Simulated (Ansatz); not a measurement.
# What LuAlH6 (built on the sites of a database entry of LaAlH6) distorts into, part 2 of 3

Wanted: the energy along a soft mode of LuAlH6 (built on the sites of a database entry of LaAlH6) and the structure at the end.

Ansatz 0.2.0; DFT LDA, scalar-relativistic, plane waves, PAW.

So far, highest frequency on the path or at a solved wavevector (cm⁻¹): step 2 (response at finite wavevector) 1726. Also lowest frequency on the path (cm⁻¹): step 2 -298.

The structure was built from a prototype and need not be the compound's stable phase.

### Step 6. Relaxation from the frozen mode

Starting from the lowest point found, all atoms and the cell are let go, so that strain and other modes of the same symmetry can join in.

input.yaml reads:

```yaml
crystal:
  lattice:
    - [3.0081363892, 1.7367499914, 1.931174719]
    - [-3.0081363892, 1.7367499914, 1.931174719]
    - [0.0, -3.4734950708, 1.9311791365]
  atoms:
    - { symbol: Lu, position: [0.5, 0.5, 0.5] }
    - { symbol: Al, position: [0.0, 0.0, 0.0] }
    - { symbol: H, position: [0.9403463438, 0.3520547866, 0.2789198048] }
    - { symbol: H, position: [0.2789198048, 0.9403463438, 0.3520547866] }
    - { symbol: H, position: [0.3520547866, 0.2789198048, 0.9403463438] }
    - { symbol: H, position: [0.0596536562, 0.6479452134, 0.7210801952] }
    - { symbol: H, position: [0.7210801952, 0.0596536562, 0.6479452134] }
    - { symbol: H, position: [0.6479452134, 0.7210801952, 0.0596536562] }
kpoints:
  mp_grid: { grid: [6, 6, 6] }
hamiltonian:
  xc: lda
scf:
  occupations: { method: fixed }
output:
  forces: true
  stress: true
  eigenvalues: true
relax:
  adjacent_minimum: "off"
  f_tol: 0.002
  max_steps: 120
  cell: { stress_tol: 0.03 }
```

The run is started by

```
$ ansatz run input.yaml --threads 8 --pin off --max-ram 14336MiB --backend cpu --events-out ev --progress --plain --runs-dir out
```

Numbers of over 12 decimals in the logs are rounded to 6 here.

The program printed:

```text
[...]
Crystal: 8 atoms, lattice volume = 60.535 Å³
Basis set: ecut = 420 eV, 1171 PW (Γ)
Bands: 25, of which v1, the nominal top of the filled ones, is band 17 counted from 1 (16 counted from 0)
Symmetry: 6 space group operations
[...]
k-points: 40 of 216
[...]
SCF iter   1: F=—  HF=-15101.884183 eV  |F-HF|=—  |Δ(HF+E_count)|=         —  Δρ=1.04e-2  dr2=4.56e-2  ethr=1.77e-3  ⟨swp⟩=5.1  Hψ=4481  notcnv=0  defer=192
[...]
SCF iter   7: F=-15101.865791 eV  HF=-15101.865791 eV  |F-HF|=4.72e-8  |Δ(HF+E_count)|=   9.11e-9  Δρ=1.64e-5  dr2=9.46e-8  ethr=2.94e-10  ⟨swp⟩=13.3  Hψ=7999  notcnv=0
SCF 1 converged in 7 iterations: F = -15101.865791 eV  dr2 = 9.46e-8
[...]
relax step   1: F+E_penalty+E_count = -15101.86579126 eV  Δ(F+E_penalty+E_count) = +0.000e0 eV  max|allowed force component| = 8.821e-2 eV/Å  Δτ_max = 0.0000 Å  P = -1.338 GPa  Ω = 60.535 Å³  (7 SCF iters, dr2 threshold 1.00e-7 eV, accepted)
Crystal: 8 atoms, lattice volume = 58.768 Å³
Basis set: ecut = 420 eV, 1153 PW (Γ)
[...]
iter 1 solved again at ethr=6.50e-5 eV; its pass at ethr=3.10e-3 eV (dr2=2.21e-2 eV) is discarded
[...]
SCF iter   6: F=-15101.876780 eV  HF=-15101.876780 eV  |F-HF|=1.32e-7  |Δ(HF+E_count)|=   1.02e-6  Δρ=2.10e-5  dr2=8.59e-8  ethr=2.35e-9  ⟨swp⟩=14.0  Hψ=8707  notcnv=0
SCF 2 converged in 6 iterations: F = -15101.876780 eV  dr2 = 8.59e-8
relax step   2: F+E_penalty+E_count = -15101.87677959 eV  Δ(F+E_penalty+E_count) = -1.099e-2 eV  max|allowed force component| = 6.678e-2 eV/Å  Δτ_max = 0.0498 Å  P = +0.798 GPa  Ω = 58.768 Å³  energy of the carried Pulay correction = +2.417e-3 eV  (6 SCF iters, dr2 threshold 8.00e-7 eV, accepted)
Crystal: 8 atoms, lattice volume = 58.934 Å³
Basis set: ecut = 420 eV, 1165 PW (Γ)
[...]
SCF iter   6: F=-15101.886027 eV  HF=-15101.886027 eV  |F-HF|=5.48e-8  |Δ(HF+E_count)|=   1.68e-7  Δρ=1.03e-5  dr2=2.71e-8  ethr=2.24e-9  ⟨swp⟩=7.7  Hψ=4928  notcnv=0
SCF 3 converged in 6 iterations: F = -15101.886027 eV  dr2 = 2.71e-8
relax step   3: F+E_penalty+E_count = -15101.88602722 eV  Δ(F+E_penalty+E_count) = -9.248e-3 eV  max|allowed force component| = 2.442e-2 eV/Å  Δτ_max = 0.0290 Å  P = +0.396 GPa  Ω = 58.934 Å³  energy of the carried Pulay correction = +2.188e-3 eV  (6 SCF iters, dr2 threshold 8.00e-7 eV, accepted)
[...]
relax step   4: F+E_penalty+E_count = -15101.88843019 eV  Δ(F+E_penalty+E_count) = -2.403e-3 eV  max|allowed force component| = 2.019e-2 eV/Å  Δτ_max = 0.0344 Å  P = +0.121 GPa  Ω = 58.873 Å³  energy of the carried Pulay correction = +2.273e-3 eV  (7 SCF iters, dr2 threshold 4.06e-7 eV, accepted)
[...]
relax step   5: F+E_penalty+E_count = -15101.88859035 eV  Δ(F+E_penalty+E_count) = -1.602e-4 eV  max|allowed force component| = 1.224e-2 eV/Å  Δτ_max = 0.0047 Å  P = -0.016 GPa  Ω = 58.867 Å³  energy of the carried Pulay correction = +2.280e-3 eV  (6 SCF iters, dr2 threshold 3.94e-8 eV, accepted)
[...]
relax step   6: F+E_penalty+E_count = -15101.88861246 eV  Δ(F+E_penalty+E_count) = -2.211e-5 eV  max|allowed force component| = 6.583e-4 eV/Å  Δτ_max = 0.0018 Å  P = +0.009 GPa  Ω = 58.898 Å³  energy of the carried Pulay correction = +2.237e-3 eV  (6 SCF iters, dr2 threshold 9.37e-9 eV, accepted)
[...]
relax step   7: F+E_penalty+E_count = -15101.88860681 eV  Δ(F+E_penalty+E_count) = +5.655e-6 eV  max|allowed force component| = 7.658e-5 eV/Å  Δτ_max = 0.0003 Å  P = -0.002 GPa  Ω = 58.903 Å³  energy of the carried Pulay correction = +2.230e-3 eV  (4 SCF iters, dr2 threshold 3.73e-9 eV, accepted)
[...]
relax step   8: F+E_penalty+E_count = -15101.88657427 eV  Δ(F+E_penalty+E_count) = +2.033e-3 eV  max|allowed force component| = 1.131e-4 eV/Å  Δτ_max = 0.0000 Å  P = -0.034 GPa  Ω = 58.903 Å³  stress off target by 3.44e-2 GPa  SCF on the basis re-selected at this cell (its energy is not comparable with the rows above)  (6 SCF iters)
[...]
relax step   9: F+E_penalty+E_count = -15101.88661413 eV  Δ(F+E_penalty+E_count) = -3.986e-5 eV  max|allowed force component| = 1.339e-4 eV/Å  Δτ_max = 0.0006 Å  P = -0.001 GPa  Ω = 58.877 Å³  energy of the carried Pulay correction = +3.689e-5 eV  (5 SCF iters, dr2 threshold 2.96e-9 eV, accepted)
[...]
SCF iter   1: F=—  HF=-15101.886597 eV  |F-HF|=—  |Δ(HF+E_count)|=         —  Δρ=1.49e-6  dr2=6.64e-10  ethr=7.01e-8  ⟨swp⟩=5.0  Hψ=8224  notcnv=0  defer=237
eigensolver tolerance schedule: the retry pair's looser diagonalisation over-reported the residual by 35928.89 of it (diagonalisation noise at 4.34 of the residual, at the tolerance the schedule requests for it); recorded, not acted on — ethr = c·dr2/N_el stays at c = 1.0e-1
[...]
SCF iter   2: F=—  HF=-15101.886598 eV  |F-HF|=—  |Δ(HF+E_count)|=   1.49e-6  Δρ=9.70e-7  dr2=3.95e-10  ethr=1.95e-12  ⟨swp⟩=4.8  Hψ=3172  notcnv=0  defer=213
[...]
SCF iter   4: F=-15101.886598 eV  HF=-15101.886598 eV  |F-HF|=5.46e-12  |Δ(HF+E_count)|=  1.46e-11  Δρ=2.37e-7  dr2=1.39e-11  ethr=1.00e-12  ⟨swp⟩=15.6  Hψ=9231  notcnv=0
SCF 10 converged in 4 iterations: F = -15101.886598 eV  dr2 = 1.39e-11
relax step  10: F+E_penalty+E_count = -15101.88659840 eV  Δ(F+E_penalty+E_count) = +1.573e-5 eV  max|allowed force component| = 1.378e-4 eV/Å  Δτ_max = 0.0000 Å  P = -0.001 GPa  Ω = 58.877 Å³  stress off target by 1.90e-3 GPa  SCF on the basis re-selected at this cell (its energy is not comparable with the rows above)  (4 SCF iters)
[...]
SCF converged after 4 iterations
Free energy (F): -15101.886598 eV
[...]
Internal energy: -15101.886598 eV  (E = F + TS)
E sigma→0 (E₀):  -15101.886598 eV
Fermi energy:    8.520740 eV
[...]
--- Forces (eV/Å), atoms counted from 1 ---
  atom   1  Lu     0.00000000     0.00000000     0.00000000
  atom   2  Al    -0.00000000     0.00000000     0.00000000
  atom   3  H      0.00005572    -0.00002455     0.00013782
  atom   4  H     -0.00000660     0.00006053     0.00013782
  atom   5  H     -0.00004912    -0.00003598     0.00013782
  atom   6  H     -0.00005572     0.00002455    -0.00013782
  atom   7  H      0.00000660    -0.00006053    -0.00013782
  atom   8  H      0.00004912     0.00003598    -0.00013782
  max |Σ_I F_I| component: 1.83e-19 eV/Å
--- Stress (GPa, compression-positive) ---
       -0.001904       0.000000      -0.000000
       -0.000000      -0.001904       0.000000
        0.000000       0.000000      -0.000246
  P = ⅓ Tr σ = -0.0014 GPa (-0.014 kbar)
--- Band table (eV; the first three rows and the last of 40) ---
  k-point 0: bands = [... 13 lower, 4.9549, 6.3487, 7.0062, 7.0062, 10.3245, 12.0683, 12.0683, 13.8757, ... 4 higher]
  k-point 1: bands = [... 13 lower, 4.9190, 6.2307, 7.0095, 7.2890, 11.0020, 11.8401, 12.6110, 14.0821, ... 4 higher]
  k-point 2: bands = [... 13 lower, 4.7961, 5.8529, 7.5488, 7.9898, 11.4571, 11.7702, 12.8802, 13.9040, ... 4 higher]
  k-point 39: bands = [... 13 lower, 4.4689, 4.6029, 5.1103, 5.1103, 11.7189, 12.0287, 13.7106, 13.7106, ... 4 higher]
--- Relaxed structure (8 steps of the walk, 8 accepted, 2 SCFs on fresh bases) ---
  F+E_penalty+E_count = -15101.88659840 eV   max|allowed force component| = 1.378e-4 eV/Å   (the final SCF, on the basis selected at the relaxed cell)
  cell:  # Å, volume = 58.8767 Å³
    - [2.971721, 1.715725, 1.924583]
    - [-2.971721, 1.715725, 1.924583]
    - [4.852566958393261e-19, -3.431446, 1.924587]
  atoms:
    - { symbol: Lu, position: [0.500000, 0.500000, 0.500000] }
    - { symbol: Al, position: [0, -4.768183689432024e-19, 0] }
    - { symbol: H, position: [0.946084, 0.369214, 0.262846] }
    - { symbol: H, position: [0.262846, 0.946084, 0.369214] }
    - { symbol: H, position: [0.369214, 0.262846, 0.946084] }
    - { symbol: H, position: [0.053916, 0.630786, 0.737154] }
    - { symbol: H, position: [0.737154, 0.053916, 0.630786] }
    - { symbol: H, position: [0.630786, 0.737154, 0.053916] }
```

The job ended after 4 s (8 threads of Intel Xeon 6975P-C (Granite Rapids), shared host; peak memory 0.51 GiB).

The steps of the relaxation:

```csv
step,energy less that of the first step (eV),largest force component (eV/Å),pressure (GPa),volume (Å³)
1,0.0000,0.0882,-1.34,60.54
2,-0.0110,0.0668,0.80,58.77
3,-0.0202,0.0244,0.40,58.93
4,-0.0226,0.0202,0.12,58.87
5,-0.0228,0.0122,-0.02,58.87
6,-0.0228,0.0007,0.01,58.90
7,-0.0228,0.0001,0.00,58.90
8*,-0.0208,0.0001,-0.03,58.90
9,-0.0208,0.0001,0.00,58.88
10*,-0.0208,0.0001,0.00,58.88
```

Relaxation steps marked * repeat the geometry before them on a plane-wave basis chosen anew for their cell, so energy and pressure can jump there.

The run keeps the 6 symmetry operations that it works with, so distortions that break them were not tested.

| conventional cell, symmetrised | before | after | change |
| --- | --- | --- | --- |
| a (Å) | 6.016 | 5.943 | -1.2 % |
| b (Å) | 6.016 | 5.943 | -1.2 % |
| c (Å) | 5.794 | 5.774 | -0.3 % |
| volume (Å³/atom) | 7.57 | 7.36 | -2.7 % |

The atoms that moved most (Å, as changes of fractional coordinates times the final cell):

| atom | dx | dy | dz | length |
| --- | --- | --- | --- | --- |
| H6 | 0.034 | -0.094 | -0.013 | 0.101 |
| H4 | -0.065 | -0.077 | 0.013 | 0.101 |
| H5 | 0.099 | -0.018 | 0.013 | 0.101 |
| H8 | -0.099 | 0.018 | -0.013 | 0.101 |
| H7 | 0.065 | 0.077 | -0.013 | 0.101 |
| H3 | -0.034 | 0.094 | 0.013 | 0.101 |

This step gave:

| Property | Result |
| --- | --- |
| pressure | -0.001351 GPa |
| gap on the k-mesh | 1.804 eV |
| volume per atom | 7.360 Å³ |

The distorted start has space group R-3; the relaxation ends in R-3.

### Step 7. The new phase in its own primitive cell

The relaxed structure is symmetrised, reduced to its primitive cell and relaxed tightly, as its phonons need.

input.yaml reads:

```yaml
crystal:
  lattice:
    - [2.9717205344, 1.7157236505, 1.9245839804]
    - [-2.9717205344, 1.7157236505, 1.9245839804]
    - [0.0, -3.431447301, 1.9245839804]
  atoms:
    - { symbol: Lu, position: [0.5, 0.5, 0.5] }
    - { symbol: Al, position: [0.0, 0.0, 0.0] }
    - { symbol: H, position: [0.9460843022, 0.3692137566, 0.2628455746] }
    - { symbol: H, position: [0.2628455746, 0.9460843022, 0.3692137566] }
    - { symbol: H, position: [0.3692137566, 0.2628455746, 0.9460843022] }
    - { symbol: H, position: [0.0539156978, 0.6307862434, 0.7371544254] }
    - { symbol: H, position: [0.7371544254, 0.0539156978, 0.6307862434] }
    - { symbol: H, position: [0.6307862434, 0.7371544254, 0.0539156978] }
kpoints:
  mp_grid: { grid: [6, 6, 6] }
hamiltonian:
  xc: lda
scf:
  occupations: { method: fixed }
output:
  forces: true
  stress: true
  eigenvalues: true
relax:
  adjacent_minimum: "off"
  f_tol: 0.001
  max_steps: 60
  cell: { stress_tol: 0.01 }
```

The program printed:

```text
[...]
Crystal: 8 atoms, lattice volume = 58.877 Å³
Basis set: ecut = 420 eV, 1165 PW (Γ)
Bands: 25, of which v1, the nominal top of the filled ones, is band 17 counted from 1 (16 counted from 0)
Symmetry: 6 space group operations
[...]
k-points: 40 of 216
[...]
atoms:
    - { symbol: Lu, position: [0.500000, 0.500000, 0.500000] }
    - { symbol: Al, position: [0.0, 0.0, 0.0] }
    - { symbol: H, position: [0.946084, 0.3692137566, 0.262846] }
    - { symbol: H, position: [0.2628455746, 0.946084, 0.369214] }
    - { symbol: H, position: [0.369214, 0.262846, 0.946084] }
    - { symbol: H, position: [0.053916, 0.630786, 0.7371544254] }
    - { symbol: H, position: [0.737154, 0.053916, 0.6307862434] }
    - { symbol: H, position: [0.6307862434, 0.7371544254, 0.053916] }
[key lines of the parts left out:]
SCF converged after 5 iterations
Free energy (F): -15101.886598 eV
Fermi energy:    8.520741 eV
P = ⅓ Tr σ = -0.0014 GPa (-0.014 kbar)
```

It took 0.89 s on 8 threads; peak memory 0.49 GiB; 4.7 s of CPU time.

Little changed from the start: no atom moved by 0.005 Å and no cell edge by 0.1 %.

This step gave:

| Property | Result |
| --- | --- |
| pressure | -0.001356 GPa |
| direct gap on mesh | 2.561 eV |

The largest force component left is 0.14 meV/Å and the pressure is -0.001 GPa, within the tolerances set. The cell now holds 7.36 Å³/atom.

(Continued in part 3 of 3.)

[Logs are printed without paths, hosts, clocks, repeated set-up lines and the standing remarks that a program may print on its own settings, such as how far it seeks lower states.]

[Hosts, paths, dates, database ids (printed as entryN), source tags and the programs' standing remarks are cut or masked in the printed files.]
